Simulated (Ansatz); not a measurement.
**HfCdO3 (model cell, started as cubic perovskite with Hf in the octahedra): from the cell to its phonons**

Wanted: phonon frequencies of HfCdO3 (model cell, started as cubic perovskite with Hf in the octahedra) and what follows from them.

Program: Ansatz 0.2.0. Level of theory: DFT PBEsol, scalar-relativistic, plane waves, PAW; PAW set soft_1. Results are calculated unless marked as measured.

The structure was built from a prototype and need not be the compound's stable phase.

## 1. Starting point

The structure is cubic, space group Pm-3m (No. 221). Conventional cell: a = 4.136 Å, b = 4.136 Å, c = 4.136 Å, α = 90.00°, β = 90.00°, γ = 90.00°. Cd has 12 O at 2.92 Å nearest. Nearest to Hf lie 6 O at 2.07 Å. Nearest to O lie 2 Hf at 2.07 Å. Farther neighbours and most contacts between anions are not listed.

## 2. Relaxation

The cell and atoms are relaxed, since residual forces and stress would shift the frequencies.

Contents of input.yaml:

```yaml
crystal:
  lattice:
    - [4.1356, 0.0, 0.0]
    - [0.0, 4.1356, 0.0]
    - [0.0, 0.0, 4.1356]
  atoms:
    - { symbol: Cd, position: [0.0, 0.0, 0.0] }
    - { symbol: Hf, position: [0.5, 0.5, 0.5] }
    - { symbol: O, position: [0.5, 0.5, 0.0] }
    - { symbol: O, position: [0.5, 0.0, 0.5] }
    - { symbol: O, position: [0.0, 0.5, 0.5] }
kpoints:
  mp_grid: { grid: [8, 8, 8] }
hamiltonian:
  xc: pbesol
  pseudopotentials: { kind: paw, azcp: { folder: soft_1 }, xc_functional: pbe }
scf:
  occupations: { method: gaussian, width: 0.1 }
output:
  forces: true
  stress: true
  eigenvalues: true
relax:
  adjacent_minimum: "off"
  f_tol: 0.005
  max_steps: 80
  cell: { stress_tol: 0.05 }
```

The run is started by

```console
ansatz run input.yaml --threads 4 --pin off --max-ram 16384MiB --backend cpu --events-out ev --progress --plain --runs-dir out
```

Numbers of over 12 decimals in the logs are rounded to 6 here.

Log:

```text
Engine: ansatz 0.2.0, aarch64-unknown-linux-gnu
Pseudopotentials: kind: paw
Pseudopotential: Cd, paw, valence charge 20, recommended cutoff 420 eV (normal), soft_1/Cd.paw.azcp
Pseudopotential: Hf, paw, valence charge 26, recommended cutoff 420 eV (normal), soft_1/Hf.paw.azcp
Pseudopotential: O, paw, valence charge 6, recommended cutoff 420 eV (normal), soft_1/O.paw.azcp
Functional definition: PBEsol
  exchange = pbesol_x
  correlation = pbesol_c
Crystal: 5 atoms, lattice volume = 70.732 Å³
Basis set: ecut = 420 eV, 1357 PW (Γ), exchange–correlation on 60×60×60 points (8 copies of the dense FFT grid, shifted against one another)
Bands: 39, of which v1, the nominal top of the filled ones, is band 32 counted from 1 (31 counted from 0)
Symmetry: 48 space group operations
Space group: Pm-3m (ITA 221), of the structure as read, at distance tolerance 4.1e-5 Å
k-points: 35 of 512
Non-local potential: Cd, projectors of the file, l = 0: 3, l = 1: 2, l = 2: 2, l = 3: 1
Non-local potential: Hf, projectors of the file, l = 0: 3, l = 1: 2, l = 2: 2, l = 3: 3
Non-local potential: O, projectors of the file, l = 0: 2, l = 1: 2, l = 2: 1
PAW form: soft (Blöchl's): semilocal exchange-correlation on the pseudo side does not see the compensation charge
PAW frozen core: Cd, regenerated for the run's functional, and the local potential with it (the file was generated under x = pbe(κ = 0.804, μ = 0.219515), c = pbe(β = 0.066725))
PAW frozen core: Hf, regenerated for the run's functional, and the local potential with it (the file was generated under x = pbe(κ = 0.804, μ = 0.219515), c = pbe(β = 0.066725))
PAW frozen core: O, regenerated for the run's functional, and the local potential with it (the file was generated under x = pbe(κ = 0.804, μ = 0.219515), c = pbe(β = 0.066725))
PAW one-centre angular grid: Cd, 590 points (default); XC on 64 Gauss nodes
PAW one-centre angular grid: Hf, 590 points (default); XC on 64 Gauss nodes
PAW one-centre angular grid: O, 110 points (default); XC on 64 Gauss nodes
Initial density: superposition of atomic densities (chi_scale 0.1, normalization cell, long waves kept (reshape's long-wave potential 0.01 eV rms))
Initial wavefunctions: pseudopotential atomic-orbital guess
Functional: x = pbesol(κ = 0.804, μ = 0.123457), c = pbesol(β = 0.046)
SCF iter   1: F=—  HF=-25470.477620 eV  |F-HF|=—  |Δ(HF+E_count)|=         —  Δρ=9.08e-2  dr2=5.44e0  ethr=3.10e-3  ⟨swp⟩=4.9  Hψ=4348  notcnv=0  defer=3
preconditioner: auto → Resta (q_TF=auto, 2.683 Å⁻¹)  ε∞=4.7  [insulator: Δε(μ)=0.155 eV  Ē_g=16.864 eV  σ=0.100 eV  W_gap=0.72  n_scr=26 (ndim 8)  ℏωp=32.4 eV  f_vac=0.000  D(μ)=0.30/eV (n_scr^D=0)  ε∞_Penn≈4.7]
SCF iter   2: F=—  HF=-25469.242246 eV  |F-HF|=—  |Δ(HF+E_count)|=    1.24e0  Δρ=3.91e-2  dr2=1.32e0  ethr=3.10e-3  ⟨swp⟩=2.1  Hψ=2767  notcnv=0  defer=70
SCF iter   3: F=—  HF=-25468.865865 eV  |F-HF|=—  |Δ(HF+E_count)|=   3.76e-1  Δρ=1.24e-2  dr2=2.11e-1  ethr=2.07e-3  ⟨swp⟩=2.2  Hψ=2361  notcnv=0  defer=71
SCF iter   4: F=—  HF=-25468.774815 eV  |F-HF|=—  |Δ(HF+E_count)|=   9.10e-2  Δρ=6.38e-3  dr2=4.12e-2  ethr=3.29e-4  ⟨swp⟩=2.2  Hψ=2825  notcnv=0  defer=69
SCF iter   5: F=—  HF=-25468.769712 eV  |F-HF|=—  |Δ(HF+E_count)|=   5.10e-3  Δρ=1.56e-3  dr2=2.98e-3  ethr=6.44e-5  ⟨swp⟩=2.0  Hψ=2022  notcnv=0  defer=68
SCF iter   6: F=—  HF=-25468.767711 eV  |F-HF|=—  |Δ(HF+E_count)|=   2.00e-3  Δρ=5.00e-4  dr2=1.38e-4  ethr=4.65e-6  ⟨swp⟩=2.1  Hψ=2076  notcnv=0  defer=66
SCF iter   7: F=—  HF=-25468.767773 eV  |F-HF|=—  |Δ(HF+E_count)|=   6.13e-5  Δρ=1.69e-4  dr2=2.34e-5  ethr=2.16e-7  ⟨swp⟩=2.0  Hψ=2430  notcnv=0  defer=65
SCF iter   8: F=—  HF=-25468.767831 eV  |F-HF|=—  |Δ(HF+E_count)|=   5.81e-5  Δρ=3.81e-5  dr2=1.01e-6  ethr=3.66e-8  ⟨swp⟩=2.0  Hψ=2199  notcnv=0  defer=65
SCF iter   9: F=-25468.767831 eV  HF=-25468.767831 eV  |F-HF|=5.44e-9  |Δ(HF+E_count)|=   2.17e-7  Δρ=8.53e-6  dr2=4.33e-8  ethr=1.56e-10  ⟨swp⟩=8.4  Hψ=7072  notcnv=0
SCF 1 converged in 9 iterations: F = -25468.767831 eV  dr2 = 4.33e-8
  greatest PAW one-centre occupation: 1.000 electrons in one spin orbital (limit 2), on the Cd atom at site 0 (counted from 0), in its partial waves of l = 0
relax step   1: F+E_penalty+E_count = -25468.76783095 eV  Δ(F+E_penalty+E_count) = +0.000e0 eV  max|allowed force component| = 8.262e-29 eV/Å  Δτ_max = 0.0000 Å  P = -7.975 GPa  Ω = 70.732 Å³  (9 SCF iters, dr2 threshold 1.00e-7 eV, accepted)
Crystal: 5 atoms, lattice volume = 66.141 Å³
Basis set: ecut = 420 eV, 1309 PW (Γ), exchange–correlation on 60×60×60 points (8 copies of the dense FFT grid, shifted against one another)
Initial density: handed on by an earlier stage of this run
Initial wavefunctions: those handed on with the density
iter 1 solved again at ethr=1.12e-4 eV; its pass at ethr=3.10e-3 eV (dr2=7.14e-2 eV) is discarded
SCF iter   1: F=—  HF=-25468.882791 eV  |F-HF|=—  |Δ(HF+E_count)|=         —  Δρ=9.06e-3  dr2=7.09e-2  ethr=1.12e-4  ⟨swp⟩=1.7  Hψ=6518  notcnv=0
preconditioner: auto → Resta (q_TF=auto, 2.713 Å⁻¹)  ε∞=5.4  [insulator: Δε(μ)=0.267 eV  Ē_g=16.016 eV  σ=0.100 eV  W_gap=0.92  n_scr=26 (ndim 8)  ℏωp=33.6 eV  f_vac=0.010  D(μ)=0.13/eV (n_scr^D=0)  ε∞_Penn≈5.4]
SCF iter   2: F=—  HF=-25468.865051 eV  |F-HF|=—  |Δ(HF+E_count)|=   1.77e-2  Δρ=3.94e-3  dr2=1.87e-2  ethr=1.11e-4  ⟨swp⟩=2.3  Hψ=1838  notcnv=0
SCF iter   3: F=—  HF=-25468.858182 eV  |F-HF|=—  |Δ(HF+E_count)|=   6.87e-3  Δρ=1.91e-3  dr2=3.71e-3  ethr=2.92e-5  ⟨swp⟩=2.1  Hψ=2038  notcnv=0
SCF iter   4: F=—  HF=-25468.856955 eV  |F-HF|=—  |Δ(HF+E_count)|=   1.23e-3  Δρ=5.39e-4  dr2=1.89e-4  ethr=5.80e-6  ⟨swp⟩=2.0  Hψ=2350  notcnv=0
SCF iter   5: F=—  HF=-25468.857106 eV  |F-HF|=—  |Δ(HF+E_count)|=   1.51e-4  Δρ=2.47e-4  dr2=3.37e-5  ethr=2.95e-7  ⟨swp⟩=2.1  Hψ=2327  notcnv=0
SCF iter   6: F=—  HF=-25468.857047 eV  |F-HF|=—  |Δ(HF+E_count)|=   5.89e-5  Δρ=7.33e-5  dr2=2.79e-6  ethr=5.27e-8  ⟨swp⟩=2.5  Hψ=2337  notcnv=0
SCF iter   7: F=—  HF=-25468.857050 eV  |F-HF|=—  |Δ(HF+E_count)|=   2.89e-6  Δρ=2.72e-5  dr2=4.70e-7  ethr=7.81e-10  ⟨swp⟩=7.5  Hψ=6755  notcnv=0
SCF iter   8: F=-25468.857051 eV  HF=-25468.857051 eV  |F-HF|=1.46e-8  |Δ(HF+E_count)|=   4.19e-7  Δρ=1.28e-5  dr2=8.86e-8  ethr=7.35e-10  ⟨swp⟩=4.9  Hψ=5262  notcnv=0
SCF 2 converged in 8 iterations: F = -25468.857051 eV  dr2 = 8.86e-8
relax step   2: F+E_penalty+E_count = -25468.85705078 eV  Δ(F+E_penalty+E_count) = -8.922e-2 eV  max|allowed force component| = 2.472e-29 eV/Å  Δτ_max = 0.0000 Å  P = +3.177 GPa  Ω = 66.141 Å³  energy of the carried Pulay correction = +1.115e-2 eV  (8 SCF iters, dr2 threshold 5.00e-7 eV, accepted)
Crystal: 5 atoms, lattice volume = 67.387 Å³
iter 1 solved again at ethr=1.06e-5 eV; its pass at ethr=3.10e-3 eV (dr2=6.78e-3 eV) is discarded
SCF iter   1: F=—  HF=-25468.867311 eV  |F-HF|=—  |Δ(HF+E_count)|=         —  Δρ=2.69e-3  dr2=6.33e-3  ethr=1.06e-5  ⟨swp⟩=2.0  Hψ=6404  notcnv=0
preconditioner: auto → Resta (q_TF=auto, 2.705 Å⁻¹)  ε∞=5.4  [insulator: Δε(μ)=0.120 eV  Ē_g=15.805 eV  σ=0.100 eV  W_gap=0.60  n_scr=26 (ndim 8)  ℏωp=33.2 eV  f_vac=0.018  D(μ)=0.36/eV (n_scr^D=0)  ε∞_Penn≈5.4]
SCF iter   2: F=—  HF=-25468.865764 eV  |F-HF|=—  |Δ(HF+E_count)|=   1.55e-3  Δρ=1.14e-3  dr2=1.59e-3  ethr=9.90e-6  ⟨swp⟩=2.3  Hψ=1812  notcnv=0
SCF iter   3: F=—  HF=-25468.865194 eV  |F-HF|=—  |Δ(HF+E_count)|=   5.71e-4  Δρ=5.83e-4  dr2=3.64e-4  ethr=2.48e-6  ⟨swp⟩=2.2  Hψ=2070  notcnv=0
SCF iter   4: F=—  HF=-25468.865123 eV  |F-HF|=—  |Δ(HF+E_count)|=   7.06e-5  Δρ=1.52e-4  dr2=1.52e-5  ethr=5.69e-7  ⟨swp⟩=2.0  Hψ=2350  notcnv=0
SCF iter   5: F=—  HF=-25468.865135 eV  |F-HF|=—  |Δ(HF+E_count)|=   1.25e-5  Δρ=6.93e-5  dr2=2.79e-6  ethr=2.38e-8  ⟨swp⟩=2.1  Hψ=2195  notcnv=0
SCF iter   6: F=—  HF=-25468.865130 eV  |F-HF|=—  |Δ(HF+E_count)|=   5.06e-6  Δρ=2.10e-5  dr2=2.14e-7  ethr=7.81e-10  ⟨swp⟩=3.9  Hψ=6509  notcnv=0
SCF iter   7: F=-25468.865131 eV  HF=-25468.865131 eV  |F-HF|=2.94e-8  |Δ(HF+E_count)|=   2.43e-7  Δρ=7.90e-6  dr2=4.40e-8  ethr=3.35e-10  ⟨swp⟩=5.0  Hψ=5237  notcnv=0
SCF 3 converged in 7 iterations: F = -25468.865131 eV  dr2 = 4.40e-8
relax step   3: F+E_penalty+E_count = -25468.86513059 eV  Δ(F+E_penalty+E_count) = -8.080e-3 eV  max|allowed force component| = 7.836e-30 eV/Å  Δτ_max = 0.0000 Å  P = -0.247 GPa  Ω = 67.387 Å³  energy of the carried Pulay correction = +8.053e-3 eV  (7 SCF iters, dr2 threshold 5.00e-7 eV, accepted)
[...]
relax step   4: F+E_penalty+E_count = -25468.86542917 eV  Δ(F+E_penalty+E_count) = -2.986e-4 eV  max|allowed force component| = 1.246e-29 eV/Å  Δτ_max = 0.0000 Å  P = -0.008 GPa  Ω = 67.295 Å³  energy of the carried Pulay correction = +8.279e-3 eV  (4 SCF iters, dr2 threshold 1.53e-7 eV, accepted)
[...]
relax step   5: F+E_penalty+E_count = -25468.85922730 eV  Δ(F+E_penalty+E_count) = +6.202e-3 eV  max|allowed force component| = 1.870e-29 eV/Å  Δτ_max = 0.0000 Å  P = -0.187 GPa  Ω = 67.295 Å³  stress off target by 1.87e-1 GPa  SCF on the basis re-selected at this cell (its energy is not comparable with the rows above)  (8 SCF iters)
[...]
relax step   6: F+E_penalty+E_count = -25468.85943863 eV  Δ(F+E_penalty+E_count) = -2.113e-4 eV  max|allowed force component| = 2.503e-29 eV/Å  Δτ_max = 0.0000 Å  P = +0.000 GPa  Ω = 67.224 Å³  energy of the carried Pulay correction = +1.699e-4 eV  (4 SCF iters, dr2 threshold 8.74e-8 eV, accepted)
iter 1 solved again at ethr=1.02e-7 eV; its pass at ethr=3.10e-3 eV (dr2=6.54e-5 eV) is discarded
SCF iter   1: F=—  HF=-25468.859283 eV  |F-HF|=—  |Δ(HF+E_count)|=         —  Δρ=1.36e-5  dr2=5.72e-8  ethr=1.02e-7  ⟨swp⟩=3.1  Hψ=8279  notcnv=0
preconditioner: auto → Resta (q_TF=auto, 2.706 Å⁻¹)  ε∞=5.4  [insulator: Δε(μ)=0.148 eV  Ē_g=15.845 eV  σ=0.100 eV  W_gap=0.70  n_scr=26 (ndim 8)  ℏωp=33.3 eV  f_vac=0.017  D(μ)=0.30/eV (n_scr^D=0)  ε∞_Penn≈5.4]
SCF iter   2: F=—  HF=-25468.859329 eV  |F-HF|=—  |Δ(HF+E_count)|=   4.57e-5  Δρ=5.51e-6  dr2=1.64e-8  ethr=8.94e-11  ⟨swp⟩=3.0  Hψ=3010  notcnv=0
SCF iter   3: F=—  HF=-25468.859329 eV  |F-HF|=—  |Δ(HF+E_count)|=   1.23e-8  Δρ=4.22e-6  dr2=7.32e-9  ethr=2.56e-11  ⟨swp⟩=2.0  Hψ=2304  notcnv=0
SCF iter   4: F=—  HF=-25468.859329 eV  |F-HF|=—  |Δ(HF+E_count)|=   4.90e-9  Δρ=1.48e-6  dr2=7.98e-10  ethr=1.14e-11  ⟨swp⟩=2.1  Hψ=2191  notcnv=0
SCF iter   5: F=—  HF=-25468.859329 eV  |F-HF|=—  |Δ(HF+E_count)|=  1.53e-10  Δρ=7.80e-7  dr2=1.92e-10  ethr=1.25e-12  ⟨swp⟩=2.0  Hψ=1961  notcnv=0
SCF iter   6: F=—  HF=-25468.859329 eV  |F-HF|=—  |Δ(HF+E_count)|=  1.20e-10  Δρ=3.52e-7  dr2=6.66e-11  ethr=1.00e-12  ⟨swp⟩=4.3  Hψ=4913  notcnv=0
SCF iter   7: F=-25468.859329 eV  HF=-25468.859329 eV  |F-HF|=1.46e-11  |Δ(HF+E_count)|=    0.00e0  Δρ=1.21e-7  dr2=8.91e-12  ethr=1.00e-12  ⟨swp⟩=4.1  Hψ=4553  notcnv=0
SCF 7 converged in 7 iterations: F = -25468.859329 eV  dr2 = 8.91e-12
relax step   7: F+E_penalty+E_count = -25468.85932884 eV  Δ(F+E_penalty+E_count) = +1.098e-4 eV  max|allowed force component| = 4.733e-29 eV/Å  Δτ_max = 0.0000 Å  P = -0.002 GPa  Ω = 67.224 Å³  stress off target by 1.81e-3 GPa  SCF on the basis re-selected at this cell (its energy is not comparable with the rows above)  (7 SCF iters)
basis re-selected at this cell: Δ(F+E_penalty+E_count) = +1.098e-4 eV, ΔP = -0.002 GPa vs the last step (what re-selecting the basis moved, of the pressure what is left beyond the Pulay correction that the steps carried, after the strain that the cell walked since its last selection, with what the two solves' SCF thresholds leave and, on support functions, any second-order correction that the steps lacked; it is no m [...]
SCF converged after 7 iterations
Free energy (F): -25468.859329 eV
Harris-Foulkes:  -25468.859329 eV  (|F-HF|=1.46e-11)
Internal energy: -25468.857839 eV  (E = F + TS)
E sigma→0 (E₀):  -25468.858584 eV
Entropy (-TS):   -0.001490 eV (-0.298 meV/atom)
Fermi energy:    11.020537 eV
--- Per-component energies (eV) ---
  E_band       = -511.113624
  E_kinetic    = 1348.849709
  E_local      = -11089.812102  (includes V_loc(G=0)·N_el)
  E_nonlocal   = 357.054354
  E_hartree    = 5177.214495
  E_xc         = -629.503934
  E_vxc        = -718.825305  (∫ρ·V_xc dr)
  E_paw        = -12084.659714  (= ΣΔE_a)
  E_vpaw       = -762.811835  (= ΣTr[D̂ρ^β])
  E_aug_tail   = 0.002723  (compensation charges beyond the density's cutoff)
  E_ewald      = -8549.702250
  E_core_change = 1.698881  (= ΣΔE_core)
  E_smearing   = -0.001490  (= −TS)
  E_closure    = 0.000000  (closes the sum)
  Σ components = -25468.859329   (vs F -25468.859329, Δ=0.00e0)
--- Forces (eV/Å), atoms counted from 1 ---
  atom   1  Cd    -0.00000000     0.00000000    -0.00000000
  atom   2  Hf     0.00000000    -0.00000000     0.00000000
  atom   3  O     -0.00000000     0.00000000    -0.00000000
  atom   4  O     -0.00000000    -0.00000000    -0.00000000
  atom   5  O      0.00000000     0.00000000    -0.00000000
  max |Σ_I F_I| component: 4.63e-29 eV/Å
--- Stress (GPa, compression-positive) ---
       -0.001808      -0.000000       0.000000
       -0.000000      -0.001808       0.000000
        0.000000       0.000000      -0.001808
  P = ⅓ Tr σ = -0.0018 GPa (-0.018 kbar)
--- Band table (eV; the first three rows and the last of 35) ---
  k-point 0: bands = [... 28 lower, 9.9331, 10.3003, 10.6341, 10.6341, 10.6341, 15.3756, 15.3756, 15.3756, ... 3 higher]
  k-point 1: bands = [... 28 lower, 9.8296, 9.9168, 10.5919, 10.5919, 11.0881, 15.3793, 15.7127, 15.7127, ... 3 higher]
  k-point 2: bands = [... 28 lower, 9.5954, 9.8781, 10.5544, 10.5544, 12.0563, 15.3884, 16.4764, 16.4764, ... 3 higher]
  k-point 34: bands = [... 28 lower, 6.8108, 10.8960, 10.8960, 10.8960, 11.5004, 19.2139, 19.2139, 19.2139, ... 3 higher]
--- Relaxed structure (5 steps of the walk, 5 accepted, 2 SCFs on fresh bases) ---
  F+E_penalty+E_count = -25468.85932884 eV   max|allowed force component| = 4.733e-29 eV/Å   (the final SCF, on the basis selected at the relaxed cell)
  cell:  # Å, volume = 67.2239 Å³
    - [4.066068, 0, 0]
    - [0, 4.066068, 0.0]
    - [0, 0.0, 4.066068]
  atoms:
    - { symbol: Cd, position: [0, 0, 0] }
    - { symbol: Hf, position: [0.500000, 0.500000, 0.500000] }
    - { symbol: O, position: [0.500000, 0.500000, 0] }
    - { symbol: O, position: [0.500000, 0, 0.500000] }
    - { symbol: O, position: [0, 0.500000, 0.500000] }
```

The job ended after 13 s (4 threads of Arm Neoverse V1, shared host; peak memory 0.47 GiB).

The steps of the relaxation:

| step | energy less that of the first step (eV) | largest force component (eV/Å) | pressure (GPa) | volume (Å³) |
| --- | --- | --- | --- | --- |
| 1 | 0.0000 | 0.0000 | -7.98 | 70.73 |
| 2 | -0.0892 | 0.0000 | 3.18 | 66.14 |
| 3 | -0.0973 | 0.0000 | -0.25 | 67.39 |
| 4 | -0.0976 | 0.0000 | -0.01 | 67.30 |
| 5* | -0.0914 | 0.0000 | -0.19 | 67.30 |
| 6 | -0.0916 | 0.0000 | 0.00 | 67.22 |
| 7* | -0.0915 | 0.0000 | 0.00 | 67.22 |

Relaxation steps marked * repeat the geometry before them on a plane-wave basis chosen anew for their cell, so energy and pressure can jump there.

Forces are held to the 48 operations that the run works with; a distortion that breaks them can't arise in this run.

| conventional cell, symmetrised | before | after | change |
| --- | --- | --- | --- |
| a (Å) | 4.136 | 4.066 | -1.7 % |
| b (Å) | 4.136 | 4.066 | -1.7 % |
| c (Å) | 4.136 | 4.066 | -1.7 % |
| volume (Å³/atom) | 14.15 | 13.44 | -5.0 % |

Final coordinates:

```xyz
5
Lattice="4.0661 0.0000 0.0000 0.0000 4.0661 0.0000 0.0000 0.0000 4.0661" Properties=species:S:1:pos:R:3 pbc="T T T"
Cd    0.0000    0.0000    0.0000
Hf    2.0330    2.0330    2.0330
O     2.0330    2.0330    0.0000
O     2.0330    0.0000    2.0330
O     0.0000    2.0330    2.0330
```

Numbers from this step:

```
pressure          : -0.001808 GPa
volume per atom   : 13.44 Å³
gap on the k-mesh : 0 eV
```

In this step the volume went from 14.15 to 13.44 Å³/atom.

## 3. Tight relaxation

Phonons need a cell at rest on their own settings, so the relaxation is repeated with tight tolerances on forces and stress on the k mesh and occupations of the first response run.

input.yaml, the sections that differ from step 2:

```yaml
crystal:
  lattice:
    - [4.0660679502, 0.0, 0.0]
    - [0.0, 4.0660679502, 0.0]
    - [0.0, 0.0, 4.0660679502]
  atoms:
    - { symbol: Cd, position: [0.0, 0.0, 0.0] }
    - { symbol: Hf, position: [0.5, 0.5, 0.5] }
    - { symbol: O, position: [0.5, 0.5, 0.0] }
    - { symbol: O, position: [0.5, 0.0, 0.5] }
    - { symbol: O, position: [0.0, 0.5, 0.5] }
scf:
  occupations: { method: methfessel_paxton, width: 0.2 }
relax:
  adjacent_minimum: "off"
  f_tol: 0.001
  max_steps: 60
  cell: { stress_tol: 0.01 }
# kpoints, hamiltonian, output: as in step 2
```

Log:

```text
[...]
Crystal: 5 atoms, lattice volume = 67.224 Å³
Basis set: ecut = 420 eV, 1357 PW (Γ), exchange–correlation on 60×60×60 points (8 copies of the dense FFT grid, shifted against one another)
Bands: 39, of which v1, the nominal top of the filled ones, is band 32 counted from 1 (31 counted from 0)
Symmetry: 48 space group operations
[...]
k-points: 35 of 512
[...]
--- Relaxed structure (2 steps of the walk, 2 accepted, 1 SCFs on fresh bases) ---
[...]
cell:  # Å, volume = 67.2186 Å³
    - [4.065961, 0, 0.0]
    - [0, 4.065961, 0.0]
    - [0.0, 0.0, 4.065961]
  atoms:
    - { symbol: Cd, position: [0, 0, 0] }
    - { symbol: Hf, position: [0.500000, 0.500000, 0.500000] }
    - { symbol: O, position: [0.500000, 0.500000, 0] }
    - { symbol: O, position: [0.500000, 0, 0.500000] }
    - { symbol: O, position: [0, 0.500000, 0.500000] }
[key lines of the parts left out:]
SCF converged after 9 iterations
Free energy (F): -25468.855717 eV
Fermi energy:    10.982319 eV
P = ⅓ Tr σ = 0.0032 GPa (0.032 kbar)
```

Wall time 5.4 s (4 threads); peak memory 0.45 GiB.

Little changed from the start: no atom moved by 0.005 Å and no cell edge by 0.1 %.

This step gave:

```
pressure : 0.003234 GPa
```

The forces vanish by symmetry and the pressure is 0.003 GPa, within the tolerances set. The cell now holds 13.44 Å³/atom.

[end of part 1 of 2]

[Logs are printed without paths, hosts, clocks, repeated set-up lines and the standing remarks that a program may print on its own settings, such as how far it seeks lower states.]

[Hosts, paths, dates, database ids (printed as entryN), source tags and the programs' standing remarks are cut or masked in the printed files.]
